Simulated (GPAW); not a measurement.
## Screening of a field by Sc2COS MXene monolayer

Aim: the dipole that a field along the normal induces in Sc2COS MXene monolayer.

Program: GPAW 26.7.0. Level of theory: GPAW, PAW setups; layer in a repeated cell with vacuum, relaxation of atoms and in-plane cell, in the first sound run; inputs show where later runs differ. Results are calculated unless marked as measured.

This is a report of a sequence of runs, with most program output left out.

### Step 1. The structure

The cell holds 5 atoms: 1 S, 2 Sc, 1 C and 1 O. Its edges and angles: a = 3.226 Å, b = 3.226 Å, c = 21.483 Å, α = 90.0°, β = 90.0°, γ = 120.0°. Vacuum lies along c.

### Step 2. Relaxing the atoms

Forces are removed first; all later runs use this geometry.

run.py

```python
import json
import numpy as np
from ase import Atoms
from ase.filters import FrechetCellFilter
from ase.optimize import BFGS
from gpaw import GPAW, PW

slab = Atoms(
    ['S', 'Sc', 'C', 'Sc', 'O'],
    positions=[
        [-0.00000, 1.86258, 8.00000],
        [1.61304, 0.93129, 9.78527],
        [0.00000, 0.00000, 11.05820],
        [-0.00000, 1.86258, 12.33112],
        [1.61304, 0.93129, 13.48304]],
    cell=[[3.22608, 0.0, 0.0], [-1.61304, 2.79387, 0.0], [0.0, 0.0, 21.483]],
    pbc=[True, True, True])

slab.calc = GPAW(mode=PW(600), xc='PBE', kpts={'size': (12, 12, 1), 'gamma': True},
                 occupations={'name': 'fermi-dirac', 'width': 0.05}, nbands='160%',
                 convergence={'density': 1e-05}, maxiter=200,
                 symmetry={'tolerance': 1e-3}, txt='slab.txt')
result = {}
# The in-plane cell is free; stress needs a cell that repeats along all three vectors
path = []
opt = BFGS(FrechetCellFilter(slab, mask=[1, 1, 0, 0, 0, 1]), maxstep=0.2)
opt.attach(lambda: path.append((slab.get_potential_energy(), slab.positions.tolist(), slab.get_forces().tolist())))
result['relaxed'] = bool(opt.run(fmax=0.02, steps=45))
result['path'] = path
result['cell'] = slab.cell.tolist()
print('in-plane lattice', slab.cell.cellpar().round(4)[[0, 1, 5]])
energy = slab.get_potential_energy()
fermi = slab.calc.get_fermi_level()
v = slab.calc.get_electrostatic_potential().mean((0, 1)) - fermi
n = slab.calc.get_pseudo_density().mean((0, 1))
L = slab.cell[2, 2]
z = np.arange(len(v)) * L / len(v)
low, high = slab.positions[:, 2].min(), slab.positions[:, 2].max()
below, above = np.interp([low - 5.8, high + 5.8], z, v)
slopes = [np.interp(x, z, np.gradient(v, z)) for x in (low - 5.8, high + 5.8)]
eps = np.array([[slab.calc.get_eigenvalues(k, s) for k in range(len(slab.calc.get_ibz_k_points()))]
                for s in range(slab.calc.get_number_of_spins())]) - fermi
top, bottom = eps[eps < 0].max(), eps[eps > 0].min()
dipole = slab.get_dipole_moment()[2]
print(f'energy {energy:.4f} eV, Fermi level {fermi:.4f} eV, dipole {dipole:.5f} e A')
print(f'potential 5.8 A off the faces, from the Fermi level: lower {below:.4f} eV, upper {above:.4f} eV')
print(f'slope of the potential there: lower {slopes[0]:.5f}, upper {slopes[1]:.5f} eV/A')
print(f'nearest levels on the mesh: {top:.4f} and {bottom:.4f} eV')
print('magnetic moment', round(slab.get_magnetic_moment(), 3))
result.update(energy=energy, fermi=fermi, dipole=dipole, below=below, above=above, slopes=slopes, edges=[top, bottom],
              z=z.tolist(), v=v.tolist(), n=n.tolist(), positions=slab.positions.tolist(),
              forces=slab.get_forces(apply_constraint=False).tolist(), moments=slab.get_magnetic_moments().tolist())
json.dump(result, open('result.json', 'w'))
```

The run is started by

```bash
> OMP_NUM_THREADS=1 OPENBLAS_NUM_THREADS=1 python run.py
```

Run time: 23 min. Hardware: 1 thread of Arm Neoverse V1, shared host; peak memory 0.48 GiB.

Numbers from this step:

```
dipole along the normal                    : 0.03407 e·Å
levels nearest the Fermi level on the mesh : -0.05941, 0.04145 eV from the Fermi level
```

The electrostatic potential energy of an electron (without an applied field's), less the Fermi level, planar mean oscillates, so the rows of the table below give means over windows of 1 Å about each position, cut where the curve ends. Its maxima inside the range that stand out by 2 % of the span (Å: eV): 8.9: -2.52, 10.5: -3.90, 11.6: -0.0587. Its minima: 8.1: -15.9, 9.7: -13.1, 10.9: -7.97, 12.7: -13.7.

Table of electrostatic potential energy of an electron (without an applied field's), less the Fermi level, planar mean by z; means over each step:

```csv
z (Å),"electrostatic potential energy of an electron (without an applied field's), less the Fermi level, planar mean (eV)"
0,6.41
1,6.43
2,6.46
3,6.49
4,6.52
5,6.55
6,6.49
7,4.19
8,-10.3
9,-5.31
10,-9.02
11,-4.86
12,-4.52
13,-12.3
14,1.99
15,6.06
16,6.23
17,6.27
18,6.30
19,6.33
20,6.36
21,6.39
```

The pseudo valence density, planar mean oscillates, so the rows of the table below give means over windows of 1 Å about each position, cut where the curve ends. Its maxima inside the range that stand out by 2 % of the span (Å: e/Å³): 8.4: 0.432, 9.6: 1.18, 12.7: 1.31. Its minima: 8.9: 0.338, 11.7: 0.237.

The pseudo valence density, planar mean by z; means over each step:

z (Å), pseudo valence density, planar mean (e/Å³) and a bar:
```
        4       0.00 
        5       0.00 
        6       0.01 
        7       0.12 ###
        8       0.38 ###########
        9       0.49 ##############
       10       0.80 ######################
       11       0.38 ###########
       12       0.47 #############
       13       1.07 ##############################
       14       0.27 ########
       15       0.01 
       16       0.00 
       17       0.00
```

The relaxation lowered the energy of the cell by 1.19 eV (energies extrapolated to zero smearing; the optimiser's log prints free energies). The largest force left on a free atom is 0.012 eV/Å.

### Step 3. The slab's potential

The work function is the vacuum plateau of the electrostatic potential less the Fermi level; a dipole layer lets the two faces have plateaus of their own.

This step: GPAW, PAW setups; slab in vacuum (GPAW 26.7.0).

The cell differs from the one that the last finished run ended in (c 21.483 → 21.285 Å).

Edit run.py of step 2 so:

```diff
@@ -3,4 +3,2 @@
 from ase import Atoms
-from ase.filters import FrechetCellFilter
-from ase.optimize import BFGS
 from gpaw import GPAW, PW
@@ -10,23 +8,16 @@
     positions=[
-        [-0.00000, 1.86258, 8.00000],
-        [1.61304, 0.93129, 9.78527],
-        [0.00000, 0.00000, 11.05820],
-        [-0.00000, 1.86258, 12.33112],
-        [1.61304, 0.93129, 13.48304]],
-    cell=[[3.22608, 0.0, 0.0], [-1.61304, 2.79387, 0.0], [0.0, 0.0, 21.483]],
-    pbc=[True, True, True])
+        [0.00000, 1.91028, 8.00000],
+        [1.65435, 0.95514, 9.63901],
+        [-0.00000, -0.00000, 10.90003],
+        [0.00000, 1.91028, 12.58002],
+        [1.65435, 0.95514, 13.28530]],
+    cell=[[3.3087, -0.0, 0.0], [-1.65435, 2.86542, 0.0], [0.0, 0.0, 21.2853]],
+    pbc=[True, True, False])
 
-slab.calc = GPAW(mode=PW(600), xc='PBE', kpts={'size': (12, 12, 1), 'gamma': True},
+slab.calc = GPAW(mode=PW(500), xc='PBE', kpts={'size': (12, 12, 1), 'gamma': True},
                  occupations={'name': 'fermi-dirac', 'width': 0.05}, nbands='160%',
                  convergence={'density': 1e-05}, maxiter=200,
+                 poissonsolver={'dipolelayer': 'xy'},
                  symmetry={'tolerance': 1e-3}, txt='slab.txt')
 result = {}
-# The in-plane cell is free; stress needs a cell that repeats along all three vectors
-path = []
-opt = BFGS(FrechetCellFilter(slab, mask=[1, 1, 0, 0, 0, 1]), maxstep=0.2)
-opt.attach(lambda: path.append((slab.get_potential_energy(), slab.positions.tolist(), slab.get_forces().tolist())))
-result['relaxed'] = bool(opt.run(fmax=0.02, steps=45))
-result['path'] = path
-result['cell'] = slab.cell.tolist()
-print('in-plane lattice', slab.cell.cellpar().round(4)[[0, 1, 5]])
 energy = slab.get_potential_energy()
```

Wall time 82 s (1 thread); peak memory 0.27 GiB.

This step gave:

```
dipole along the normal                    : 0.02330 e·Å
levels nearest the Fermi level on the mesh : -0.05982, 0.04152 eV from the Fermi level
upper work function                        : 6.163 eV
lower work function                        : 6.622 eV
```

The electrostatic potential energy of an electron (without an applied field's), less the Fermi level, planar mean oscillates, so the rows of the table below give means over windows of 0.5 Å about each position, cut where the curve ends. Its maxima inside the range that stand out by 2 % of the span (Å: eV): 8.74: -2.54, 10.45: -3.93, 11.59: -0.106. Its minima: 7.98: -15.8, 9.60: -13.0, 10.83: -7.85, 12.64: -13.7.

Electrostatic potential energy of an electron (without an applied field's), less the Fermi level, planar mean against z; means over each step:

z (Å), electrostatic potential energy of an electron (without an applied field's), less the Fermi level, planar mean (eV) and a bar from the least value:
```
      0.0        6.5 ##############################
      0.5        6.6 ##############################
      1.0        6.6 ##############################
      1.5        6.6 ##############################
      2.0        6.6 ##############################
      2.5        6.6 ##############################
      3.0        6.6 ##############################
      3.5        6.6 ##############################
      4.0        6.6 ##############################
      4.5        6.6 ##############################
      5.0        6.6 ##############################
      5.5        6.6 ##############################
      6.0        6.5 ##############################
      6.5        6.2 #############################
      7.0        4.4 ###########################
      7.5       -3.0 ################
      8.0      -13.8 
      8.5       -5.7 ############
      9.0       -4.4 ##############
      9.5      -11.5 ###
     10.0       -8.7 #######
     10.5       -4.8 #############
     11.0       -6.1 ###########
     11.5       -0.7 ###################
     12.0       -4.5 ##############
     12.5      -12.4 ##
     13.0      -12.5 ##
     13.5       -5.8 ############
     14.0        3.6 ##########################
     14.5        5.7 #############################
     15.0        6.1 #############################
     15.5        6.1 #############################
     16.0        6.2 #############################
     16.5        6.2 #############################
     17.0        6.2 #############################
     17.5        6.2 #############################
     18.0        6.2 #############################
     18.5        6.2 #############################
     19.0        6.2 #############################
     19.5        6.2 #############################
     20.0        6.2 #############################
     20.5        6.2 #############################
     21.0        6.2 #############################
```

Table of pseudo valence density, planar mean by z:

```csv
z (Å),"pseudo valence density, planar mean (e/Å³)"
4.5,3.4e-5
5.0,1.7e-4
5.5,8.6e-4
6.0,0.00456
6.5,0.0233
7.0,0.110
7.5,0.330
8.0,0.361
8.5,0.404
9.0,0.389
9.5,1.10
10.0,0.736
10.5,0.406
11.0,0.402
11.5,0.272
12.0,0.359
12.5,1.21
13.0,1.06
13.5,0.688
14.0,0.157
14.5,0.0263
15.0,0.00475
15.5,9.7e-4
16.0,1.9e-4
16.5,3.9e-5
```

The potential is flat to 0.001 eV/Å where it is read, so the vacuum is wide enough.

### Step 4. Field on

A uniform field along the normal polarises the slab; the atoms stay fixed, so this is the electronic response alone.

Edit run.py of step 3 so:

```diff
@@ -4,2 +4,3 @@
 from gpaw import GPAW, PW
+from gpaw.external import ConstantElectricField
 
@@ -20,2 +21,3 @@
                  poissonsolver={'dipolelayer': 'xy'},
+                 external=ConstantElectricField(-0.2, [0, 0, 1]),
                  symmetry={'tolerance': 1e-3}, txt='slab.txt')
```

Run time: 6 min. Hardware: 1 thread; peak memory 0.57 GiB.

This step gave:

* dipole along the normal: -0.04640 e·Å
* levels nearest the Fermi level on the mesh: -0.05713, 0.04124 eV from the Fermi level
* potential below the slab, the applied field's own ramp left out: 5.899 eV from the Fermi level
* potential above the slab, the applied field's own ramp left out: 6.788 eV from the Fermi level

The electrostatic potential energy of an electron (without an applied field's), less the Fermi level, planar mean oscillates, so the rows of the table below give means over windows of 0.5 Å about each position, cut where the curve ends. Its maxima inside the range that stand out by 2 % of the span (Å: eV): 8.74: -2.91, 10.45: -3.96, 11.59: 0.0789. Its minima: 7.98: -16.4, 9.60: -13.2, 10.83: -7.81, 12.64: -13.4.

Electrostatic potential energy of an electron (without an applied field's), less the Fermi level, planar mean against z; means over each step:

```csv
z (Å),"electrostatic potential energy of an electron (without an applied field's), less the Fermi level, planar mean (eV)"
0.0,6.18
0.5,5.93
1.0,5.90
1.5,5.90
2.0,5.90
2.5,5.90
3.0,5.90
3.5,5.90
4.0,5.90
4.5,5.90
5.0,5.89
5.5,5.88
6.0,5.82
6.5,5.49
7.0,3.76
7.5,-3.65
8.0,-14.3
8.5,-6.13
9.0,-4.77
9.5,-11.7
10.0,-8.83
10.5,-4.84
11.0,-6.00
11.5,-0.537
12.0,-4.27
12.5,-12.1
13.0,-12.1
13.5,-5.29
14.0,4.16
14.5,6.30
15.0,6.69
15.5,6.77
16.0,6.78
16.5,6.79
17.0,6.79
17.5,6.79
18.0,6.79
18.5,6.79
19.0,6.79
19.5,6.79
20.0,6.79
20.5,6.79
21.0,6.68
```

Force by atom:

```csv
atom,x (eV/Å),y (eV/Å),z (eV/Å),size
S1,0.000,0.000,0.010,0.010
Sc2,0.000,0.000,-0.001,0.001
C3,0.000,0.000,0.029,0.029
Sc4,0.000,0.000,-0.121,0.121
O5,0.000,0.000,0.101,0.101
```

The dipole is now -0.0464 e Å, against 0.023 in the run without a field.

### Step 5. Field on

Edit run.py of step 4 so:

```diff
@@ -21,3 +21,3 @@
                  poissonsolver={'dipolelayer': 'xy'},
-                 external=ConstantElectricField(-0.2, [0, 0, 1]),
+                 external=ConstantElectricField(-0.1, [0, 0, 1]),
                  symmetry={'tolerance': 1e-3}, txt='slab.txt')
```

Run time: 5.5 min. Hardware: 1 thread; peak memory 0.57 GiB.

This step gave:

```yaml
dipole_along_the_normal: -0.01109 e·Å
levels_nearest_the_fermi_level_on_the_mesh: -0.05944, 0.04138 eV from the Fermi level
potential_below_the_slab_the_applied_field_s_own_ramp_left_out: 6.260 eV from the Fermi level
potential_above_the_slab_the_applied_field_s_own_ramp_left_out: 6.475 eV from the Fermi level
```

The electrostatic potential energy of an electron (without an applied field's), less the Fermi level, planar mean oscillates, so the rows of the table below give means over windows of 1 Å about each position, cut where the curve ends. Its maxima inside the range that stand out by 2 % of the span (Å: eV): 8.7: -2.72, 10.5: -3.95, 11.6: -0.0134. Its minima: 8.0: -16.1, 9.6: -13.1, 10.8: -7.83, 12.6: -13.5.

Table of electrostatic potential energy of an electron (without an applied field's), less the Fermi level, planar mean by z; means over each step:

```csv
z (Å),"electrostatic potential energy of an electron (without an applied field's), less the Fermi level, planar mean (eV)"
0,6.30
1,6.26
2,6.26
3,6.26
4,6.26
5,6.25
6,6.15
7,3.44
8,-10.7
9,-5.83
10,-8.67
11,-4.61
12,-5.08
13,-11.8
14,2.92
15,6.35
16,6.47
17,6.48
18,6.48
19,6.47
20,6.47
21,6.46
```

Force by atom:

```csv
atom,x (eV/Å),y (eV/Å),z (eV/Å),size
S1,0.0000,0.0000,0.0105,0.0105
Sc2,0.0000,0.0000,-0.0038,0.0038
C3,0.0000,0.0000,0.0216,0.0216
Sc4,-0.0002,0.0003,-0.0739,0.0739
O5,0.0002,-0.0003,0.0634,0.0634
```

The dipole is now -0.0111 e Å, against 0.023 in the run without a field.

### Step 6. In a field

Edit run.py of step 5 so:

```diff
@@ -21,3 +21,3 @@
                  poissonsolver={'dipolelayer': 'xy'},
-                 external=ConstantElectricField(-0.1, [0, 0, 1]),
+                 external=ConstantElectricField(-0.05, [0, 0, 1]),
                  symmetry={'tolerance': 1e-3}, txt='slab.txt')
```

Run time: 5.5 min. Hardware: 1 thread; peak memory 0.57 GiB.

The electrostatic potential energy of an electron (without an applied field's), less the Fermi level, planar mean oscillates, so the rows of the table below give means over windows of 0.5 Å about each position, cut where the curve ends. Its maxima inside the range that stand out by 2 % of the span (Å: eV): 8.74: -2.63, 10.45: -3.94, 11.59: -0.0595. Its minima: 7.98: -16.0, 9.60: -13.1, 10.83: -7.84, 12.64: -13.6.

The electrostatic potential energy of an electron (without an applied field's), less the Fermi level, planar mean by z; means over each step:

z (Å), electrostatic potential energy of an electron (without an applied field's), less the Fermi level, planar mean (eV) and a bar from the least value:
```
      0.0        6.4 ##############################
      0.5        6.4 ##############################
      1.0        6.4 ##############################
      1.5        6.4 ##############################
      2.0        6.4 ##############################
      2.5        6.4 ##############################
      3.0        6.4 ##############################
      3.5        6.4 ##############################
      4.0        6.4 ##############################
      4.5        6.4 ##############################
      5.0        6.4 ##############################
      5.5        6.4 ##############################
      6.0        6.4 ##############################
      6.5        6.0 #############################
      7.0        4.3 ###########################
      7.5       -3.2 ################
      8.0      -14.0 
      8.5       -5.8 ############
      9.0       -4.5 ##############
      9.5      -11.6 ####
     10.0       -8.7 ########
     10.5       -4.8 #############
     11.0       -6.1 ############
     11.5       -0.7 ####################
     12.0       -4.5 ##############
     12.5      -12.3 ##
     13.0      -12.4 ##
     13.5       -5.7 ############
     14.0        3.7 ##########################
     14.5        5.8 #############################
     15.0        6.2 ##############################
     15.5        6.3 ##############################
     16.0        6.3 ##############################
     16.5        6.3 ##############################
     17.0        6.3 ##############################
     17.5        6.3 ##############################
     18.0        6.3 ##############################
     18.5        6.3 ##############################
     19.0        6.3 ##############################
     19.5        6.3 ##############################
     20.0        6.3 ##############################
     20.5        6.3 ##############################
     21.0        6.3 ##############################
```

### Step 7. Field on

Edit run.py of step 6 so:

```diff
@@ -21,3 +21,3 @@
                  poissonsolver={'dipolelayer': 'xy'},
-                 external=ConstantElectricField(-0.05, [0, 0, 1]),
+                 external=ConstantElectricField(0.05, [0, 0, 1]),
                  symmetry={'tolerance': 1e-3}, txt='slab.txt')
```

Run time: 5.6 min. Hardware: 1 thread; peak memory 0.57 GiB.

The electrostatic potential energy of an electron (without an applied field's), less the Fermi level, planar mean oscillates, so the rows of the table below give means over windows of 0.5 Å about each position, cut where the curve ends. Its maxima inside the range that stand out by 2 % of the span (Å: eV): 8.74: -2.44, 10.45: -3.92, 11.59: -0.152. Its minima: 7.98: -15.7, 9.60: -13.0, 10.83: -7.86, 12.64: -13.8.

The electrostatic potential energy of an electron (without an applied field's), less the Fermi level, planar mean by z; means over each step:

```csv
z (Å),"electrostatic potential energy of an electron (without an applied field's), less the Fermi level, planar mean (eV)"
0.0,6.55
0.5,6.78
1.0,6.80
1.5,6.80
2.0,6.80
2.5,6.80
3.0,6.80
3.5,6.80
4.0,6.80
4.5,6.80
5.0,6.80
5.5,6.78
6.0,6.71
6.5,6.37
7.0,4.60
7.5,-2.89
8.0,-13.7
8.5,-5.60
9.0,-4.36
9.5,-11.5
10.0,-8.68
10.5,-4.81
11.0,-6.09
11.5,-0.747
12.0,-4.59
12.5,-12.5
13.0,-12.6
13.5,-5.92
14.0,3.45
14.5,5.55
15.0,5.92
15.5,5.99
16.0,6.00
16.5,6.01
17.0,6.01
17.5,6.01
18.0,6.01
18.5,6.01
19.0,6.01
19.5,6.01
20.0,6.01
20.5,6.01
21.0,6.10
```

(Continued in part 2 of 2.)

[Logs are printed without paths, hosts, clocks, repeated set-up lines and the standing remarks that a program may print on its own settings, such as how far it seeks lower states.]

[Hosts, paths, dates, database ids (printed as entryN), source tags and the programs' standing remarks are cut or masked in the printed files.]
